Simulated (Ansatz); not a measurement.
# Ge chain started as a zigzag: one chain at several levels of theory, part 2 of 2

Aim: how far do the period, the moment and the conductance of the Ge chain started as a zigzag depend on the functional, the datasets and spin-orbit coupling, and at what cost?

Ansatz 0.2.0; DFT PBE, plane waves, PAW; relaxation of a chain's period (the session's first sound run).

So far, conductance of the lead as this run defines it (G₀): 2.00 in steps 3, 5 and 7.

### 9. The wire at its relaxed period, level PBEsol, k-mesh 1×1×21

This step: DFT PBEsol, plane waves, PAW; channels and complex bands of a perfect chain (Ansatz 0.2.0).

The channels are counted again under PBEsol, at the period that it gave.

input.yaml reads:

```yaml
crystal:
  lattice:
    - [9.0, 0.0, 0.0]
    - [0.0, 7.5, 0.0]
    - [0.0, 0.0, 3.9385948921]
  atoms:
    - { symbol: Ge, position: [0.430495648, 0.5, 0.0] }
    - { symbol: Ge, position: [0.569504352, 0.5, 0.5] }
kpoints:
  mp_grid: { grid: [1, 1, 21] }
  band_path: { path: ["Γ", Z], npoints: 60 }
scf:
  occupations: { method: fermi_dirac, width: 0.05 }
hamiltonian:
  xc: pbesol
output:
  transmission:
    e_range: [-2, 2]
    de: 0.035
    kmesh: [1, 1]
    reduced_basis: true
    leads: [[0, 0]]
  dos: { projected: true, e_range: [-6, 4] }
```

Launch:

```bash
ansatz run input.yaml --threads 4 --pin off --max-ram 8192MiB --backend cpu --events-out ev --progress --plain --runs-dir out
```

It took 25 s on 4 threads of Arm Neoverse V2, shared host; peak memory 0.79 GiB.

The open channels of the lead, one spin by energy, zero at the Fermi level:

| energy (eV) | open channels of the lead, one spin |
| --- | --- |
| -2.000 | 2 |
| -1.895 | 2 |
| -1.790 | 2 |
| -1.685 | 2 |
| -1.615 | 2 |
| -1.510 | 2 |
| -1.405 | 2 |
| -1.300 | 3 |
| -1.195 | 3 |
| -1.090 | 2 |
| -0.985 | 2 |
| -0.915 | 2 |
| -0.810 | 2 |
| -0.705 | 2 |
| -0.600 | 2 |
| -0.495 | 2 |
| -0.390 | 2 |
| -0.285 | 2 |
| -0.215 | 2 |
| -0.110 | 2 |
| -0.005 | 2 |
| 0.100 | 2 |
| 0.205 | 2 |
| 0.310 | 2 |
| 0.415 | 2 |
| 0.485 | 2 |
| 0.590 | 2 |
| 0.695 | 2 |
| 0.800 | 2 |
| 0.905 | 2 |
| 1.010 | 2 |
| 1.115 | 2 |
| 1.185 | 2 |
| 1.290 | 1 |
| 1.395 | 1 |
| 1.500 | 1 |
| 1.605 | 1 |
| 1.710 | 1 |
| 1.815 | 1 |
| 1.885 | 1 |

At the computed energy nearest the Fermi level there are 2 channels a spin, and the thermal average gives 2.00 G₀.

### 10. The series together

Times are for 4 threads of Arm Neoverse V2, shared host. The series side by side:

| no. | level | conductance of the lead as this run defines it (G₀) | time | memory (GiB) |
| --- | --- | --- | --- | --- |
| 1 | PBE | 2.000 | 20 s | 0.61 |
| 2 | LDA | 2.000 | 22 s | 0.63 |
| 3 | RPBE | 2.000 | 24 s | 0.81 |
| 4 | PBEsol | 2.000 | 25 s | 0.79 |

The runs together. Open channels of the lead against energy, zero at the Fermi level:

| energy (eV) | PBE | LDA | RPBE | PBEsol |
| --- | --- | --- | --- | --- |
| -2.000 | 2 | 2 | 0 | 2 |
| -1.790 | 2 | 2 | 2 | 2 |
| -1.615 | 2 | 2 | 2 | 2 |
| -1.405 | 2 | 2 | 2 | 2 |
| -1.195 | 3 | 3 | 3 | 3 |
| -0.985 | 2 | 2 | 2 | 2 |
| -0.810 | 2 | 2 | 2 | 2 |
| -0.600 | 2 | 2 | 2 | 2 |
| -0.390 | 2 | 2 | 2 | 2 |
| -0.215 | 2 | 2 | 2 | 2 |
| -0.005 | 2 | 2 | 2 | 2 |
| 0.205 | 2 | 2 | 2 | 2 |
| 0.415 | 2 | 2 | 2 | 2 |
| 0.590 | 2 | 2 | 2 | 2 |
| 0.800 | 2 | 2 | 2 | 2 |
| 1.010 | 2 | 2 | 2 | 2 |
| 1.185 | 2 | 2 | 2 | 2 |
| 1.395 | 1 | 1 | 1 | 1 |
| 1.605 | 1 | 1 | 1 | 1 |
| 1.815 | 1 | 1 | 1 | 1 |

### 11. The relaxed wire, cutoff 1061.24 eV

This step: DFT PBE, plane waves, norm-conserving; relaxation of a chain's period (Ansatz 0.2.0).

The same functional on other atomic datasets tests how far the result hangs on the treatment of the cores. Against the first PBE run of this kind, the cutoff is 1061.24 eV against 420.

input.yaml reads:

```yaml
crystal:
  lattice:
    - [9.0, 0.0, 0.0]
    - [0.0, 7.5, 0.0]
    - [0.0, 0.0, 4.0262410234]
  atoms:
    - { symbol: Ge, position: [0.440533602, 0.5, 0.0], spin: 0.3 }
    - { symbol: Ge, position: [0.559466398, 0.5, 0.5], spin: 0.3 }
magnetization:
  spin_polarized: true
kpoints:
  mp_grid: { grid: [1, 1, 20] }
scf:
  occupations: { method: fermi_dirac, width: 0.05 }
hamiltonian:
  xc: pbe
  pseudopotentials: { kind: nc, accuracy: standard }
relax:
  cell: { fix: [a, b, alpha, beta, gamma] }
  max_steps: 60
```

Wall time 29 s (4 threads); peak memory 1.2 GiB; 1.8 min of CPU time.

The cell's length comes to 3.991 Å, +0.1 % against the first run, with no moment.

### 12. Relaxation of atoms and period

This step: DFT PBE, plane waves, PAW; relaxation of a chain's period (Ansatz 0.2.0).

No moment formed, so a run without spin should agree; this checks it and saves time.

input.yaml, the sections that differ from step 11:

```yaml
crystal:
  lattice:
    - [9.0, 0.0, 0.0]
    - [0.0, 7.5, 0.0]
    - [0.0, 0.0, 4.0262410234]
  atoms:
    - { symbol: Ge, position: [0.440533602, 0.5, 0.0] }
    - { symbol: Ge, position: [0.559466398, 0.5, 0.5] }
hamiltonian:
  xc: pbe
# kpoints, scf, relax: as in step 11
# magnetization: removed
```

Wall time 3.1 s (4 threads); peak memory 0.5 GiB.

The cell's length comes to 3.987 Å, -0.0 % against the first run, with spin left out.

### 13. The series together

Times are for 4 threads of Arm Neoverse V2, shared host. The runs compared:

| no. | level | cell length along the wire (Å) | time | memory (GiB) |
| --- | --- | --- | --- | --- |
| 1 | PBE | 3.987 | 9.1 s | 0.56 |
| 2 | LDA | 3.906 | 8.1 s | 0.53 |
| 3 | RPBE | 4.022 | 8.5 s | 0.56 |
| 4 | PBEsol | 3.939 | 9 s | 0.56 |
| 5 | PBE, NC files | 3.991 | 29 s | 1.2 |
| 6 | PBE, no spin | 3.987 | 3.1 s | 0.5 |

### 14. Two-component spinors

This step: DFT PBE, plane waves, fully relativistic PAW; channels of a perfect chain with spin-orbit coupling (Ansatz 0.2.0).

Spin-orbit coupling mixes the spins and splits bands that cross or touch without it, so it can open or close channels. Fully relativistic datasets take the place of the scalar ones. The window is narrow, since spinor matrices are twice as large.

input.yaml reads:

```yaml
crystal:
  lattice:
    - [9.0, 0.0, 0.0]
    - [0.0, 7.5, 0.0]
    - [0.0, 0.0, 3.9873338336]
  atoms:
    - { symbol: Ge, position: [0.42951899, 0.5, 0.0] }
    - { symbol: Ge, position: [0.57048101, 0.5, 0.5] }
kpoints:
  mp_grid: { grid: [1, 1, 21] }
  band_path: { path: ["Γ", Z], npoints: 60 }
scf:
  occupations: { method: fermi_dirac, width: 0.05 }
hamiltonian:
  xc: pbe
  pseudopotentials: { kind: paw_fr }
output:
  transmission:
    e_range: [-0.42, 0.42]
    de: 0.035
    kmesh: [1, 1]
    reduced_basis: false
    leads: [[0, 0]]
magnetization:
  noncollinear: true
  spin_orbit: true
```

The job ended after 25 min (4 threads; peak memory 6 GiB).

Numbers from this step:

- energy at zero smearing: -8587.8289 eV
- conductance of the lead as this run defines it: 0.8382 G₀
- slowest decay in the lead at the energy nearest the Fermi level: 0.0079 Å⁻¹
- channels at the energy nearest the Fermi level, both spins: 0
- band gap: 0.06911 eV

The open channels of the lead, both spins by energy, zero at the Fermi level:

| energy (eV) | open channels of the lead, both spins |
| --- | --- |
| -0.420 | 4 |
| -0.385 | 4 |
| -0.350 | 4 |
| -0.315 | 4 |
| -0.280 | 4 |
| -0.245 | 4 |
| -0.210 | 4 |
| -0.175 | 4 |
| -0.140 | 4 |
| -0.105 | 4 |
| -0.070 | 4 |
| -0.035 | 4 |
| 0.000 | 0 |
| 0.035 | 4 |
| 0.070 | 4 |
| 0.105 | 4 |
| 0.140 | 4 |
| 0.175 | 4 |
| 0.210 | 4 |
| 0.245 | 4 |
| 0.280 | 4 |
| 0.315 | 4 |
| 0.350 | 4 |
| 0.385 | 4 |
| 0.420 | 4 |

The slowest values at each energy, most degenerate partners merged, listed up to 1.5 1/Å. The Im kz of the slowest decaying states by energy, zero at the Fermi level:

| energy (eV) | decay 1 (Å⁻¹) | decay 2 (Å⁻¹) | decay 3 (Å⁻¹) | decay 4 (Å⁻¹) |
| --- | --- | --- | --- | --- |
| -0.420 | 0.140 | 0.806 | 1.10 | 1.14 |
| -0.385 | 0.141 | 0.800 | 1.09 | 1.14 |
| -0.350 | 0.143 | 0.794 | 1.09 | 1.14 |
| -0.315 | 0.144 | 0.788 | 1.08 | 1.13 |
| -0.280 | 0.146 | 0.782 | 1.08 | 1.13 |
| -0.245 | 0.147 | 0.775 | 1.07 | 1.12 |
| -0.210 | 0.148 | 0.769 | 1.07 | 1.12 |
| -0.175 | 0.149 | 0.763 | 1.07 | 1.12 |
| -0.140 | 0.150 | 0.756 | 1.06 | 1.11 |
| -0.105 | 0.151 | 0.749 | 1.06 | 1.11 |
| -0.070 | 0.151 | 0.743 | 1.05 | 1.10 |
| -0.035 | 0.152 | 0.736 | 1.05 | 1.10 |
| 0.000 | 0.00786 | 0.153 | 0.729 | 1.04 |
| 0.035 | 0.153 | 0.722 | 1.04 | 1.09 |
| 0.070 | 0.154 | 0.715 | 1.03 | 1.09 |
| 0.105 | 0.154 | 0.708 | 1.03 | 1.08 |
| 0.140 | 0.154 | 0.701 | 1.03 | 1.08 |
| 0.175 | 0.154 | 0.694 | 1.02 | 1.07 |
| 0.210 | 0.155 | 0.686 | 1.02 | 1.07 |
| 0.245 | 0.155 | 0.679 | 1.01 | 1.06 |
| 0.280 | 0.155 | 0.671 | 1.01 | 1.06 |
| 0.315 | 0.154 | 0.663 | 1.00 | 1.05 |
| 0.350 | 0.154 | 0.655 | 0.998 | 1.05 |
| 0.385 | 0.154 | 0.647 | 0.993 | 1.04 |
| 0.420 | 0.154 | 0.639 | 0.988 | 1.04 |

Electronic bands along the path, in eV, zero at the Fermi level:

| point | band 25 | band 26 | band 27 | band 28 | band 29 | band 30 | band 31 | band 32 |
| --- | --- | --- | --- | --- | --- | --- | --- | --- |
| Γ | -1.29 | -1.29 | -1.17 | -1.17 | 1.23 | 1.23 | 2.02 | 2.02 |
| halfway | -2.01 | -2.01 | -0.73 | -0.73 | 0.84 | 0.84 | 2.74 | 2.74 |
| Z | -0.86 | -0.86 | -0.86 | -0.86 | 0.84 | 0.84 | 0.84 | 0.84 |

At the computed energy nearest the Fermi level there are 0 spinor channels, and the thermal average gives 0.838 G₀; the gap is 0.07 eV.

For the conductance of the lead as this run defines it, step 3 gave 2.00 G₀; this run, with PBE spin-orbit, gives 0.838 G₀ (-58 %).

### 15. A repeat with changed settings: scf.algorithm = "direct_min"

This step: DFT PBE, plane waves, PAW; channels and complex bands of a perfect chain; changed: scf.algorithm = "direct_min" (Ansatz 0.2.0).

The atoms of the run on the perfect lead (PBE) are kept and the input is varied, to see whether the result depends on it. The ELF is not written this time.

input.yaml, the sections that differ from step 14:

```yaml
scf:
  occupations: { method: fermi_dirac, width: 0.05 }
  algorithm: direct_min
hamiltonian:
  xc: pbe
output:
  transmission:
    e_range: [-2, 2]
    de: 0.035
    kmesh: [1, 1]
    reduced_basis: true
    leads: [[0, 0]]
  dos: { projected: true, e_range: [-6, 4] }
  write_potential: true
  write_density: true
  volumetric_format: npy
# crystal, kpoints: as in step 14
# magnetization: removed
```

Elapsed: 21 s, on 4 threads; peak memory 0.6 GiB.

This step gave:

| Property | Result |
| --- | --- |
| energy at zero smearing | -8587.6254 eV |
| conductance of the lead as this run defines it | 2.000 G₀ |
| band gap | 0 eV |

The open channels of the lead, one spin by energy, zero at the Fermi level:

energy (eV), open channels of the lead, one spin and a bar from the least value:
```
   -2.000       2.00 ###############
   -1.895       2.00 ###############
   -1.790       2.00 ###############
   -1.685       2.00 ###############
   -1.615       2.00 ###############
   -1.510       2.00 ###############
   -1.405       2.00 ###############
   -1.300       2.00 ###############
   -1.195       3.00 ##############################
   -1.090       2.00 ###############
   -0.985       2.00 ###############
   -0.915       2.00 ###############
   -0.810       2.00 ###############
   -0.705       2.00 ###############
   -0.600       2.00 ###############
   -0.495       2.00 ###############
   -0.390       2.00 ###############
   -0.285       2.00 ###############
   -0.215       2.00 ###############
   -0.110       2.00 ###############
   -0.005       2.00 ###############
    0.100       2.00 ###############
    0.205       2.00 ###############
    0.310       2.00 ###############
    0.415       2.00 ###############
    0.485       2.00 ###############
    0.590       2.00 ###############
    0.695       2.00 ###############
    0.800       2.00 ###############
    0.905       2.00 ###############
    1.010       2.00 ###############
    1.115       2.00 ###############
    1.185       2.00 ###############
    1.290       1.00 
    1.395       1.00 
    1.500       1.00 
    1.605       1.00 
    1.710       1.00 
    1.815       1.00 
    1.885       1.00
```

It took 21 s against 20 s for the run it varies, and the conductance is 2.00 G₀ against 2.00 G₀.

The channels at the energy nearest the Fermi level, one spin and conductance of the lead as this run defines it stay within 0.2 % plus 0.001 of the run it varies.

### 16. A varied input: scf.algorithm = "direct_min"

input.yaml is that of step 15.

Elapsed: 21 s, on 4 threads; peak memory 0.6 GiB.

Table of open channels of the lead, one spin by energy, zero at the Fermi level:

energy (eV), open channels of the lead, one spin and a bar from the least value:
```
   -2.000       2.00 ###############
   -1.790       2.00 ###############
   -1.615       2.00 ###############
   -1.405       2.00 ###############
   -1.195       3.00 ##############################
   -0.985       2.00 ###############
   -0.810       2.00 ###############
   -0.600       2.00 ###############
   -0.390       2.00 ###############
   -0.215       2.00 ###############
   -0.005       2.00 ###############
    0.205       2.00 ###############
    0.415       2.00 ###############
    0.590       2.00 ###############
    0.800       2.00 ###############
    1.010       2.00 ###############
    1.185       2.00 ###############
    1.395       1.00 
    1.605       1.00 
    1.815       1.00
```

It took 21 s against 20 s for the run it varies, and the conductance is 2.00 G₀ against 2.00 G₀.

The channels at the energy nearest the Fermi level, one spin and conductance of the lead as this run defines it stay within 0.2 % plus 0.001 of the run it varies.

### 17. Outcome

| Property | Result |
| --- | --- |
| cell length, PBE | 3.987 Å |
| cell length, LDA | 3.906 Å |
| cell length, RPBE | 4.022 Å |
| cell length, PBEsol | 3.939 Å |
| cell length, PBE, NC files | 3.991 Å |
| cell length, PBE, no spin | 3.987 Å |
| conductance, PBE | 2.00 G₀ |
| conductance, LDA | 2.00 G₀ |
| conductance, RPBE | 2.00 G₀ |
| conductance, PBEsol | 2.00 G₀ |
| conductance, with spin-orbit coupling | 0.838 G₀ |
| gap, with spin-orbit coupling | 0.0691 eV |

In words: Under PBE the cell's length is 3.99 Å, no moment survives, and it is a metal with 2 channels a spin next to the Fermi level, 2.00 G₀ at 300 K. That holds only without spin-orbit coupling. Spin-orbit coupling opens a gap of 0.07 eV, so the channels found without it at the Fermi level close. The cell's length spans 3.0 % over the functionals, shortest under LDA and longest under RPBE. A perfect wire passes every open channel, so the conductance counts half a G₀ for each forward-moving state at the Fermi level, spin by spin. At the relaxed period it forms two rows 1.27 Å apart, with 2.36 Å between atoms of unlike rows and 3.99 Å along a row: a zigzag. Transport is coherent and elastic here: the atoms are frozen, so scattering by vibrations plays no part.

[Logs are printed without paths, hosts, clocks, repeated set-up lines and the standing remarks that a program may print on its own settings, such as how far it seeks lower states.]

[Hosts, paths, dates, database ids (printed as entryN), source tags and the programs' standing remarks are cut or masked in the printed files.]
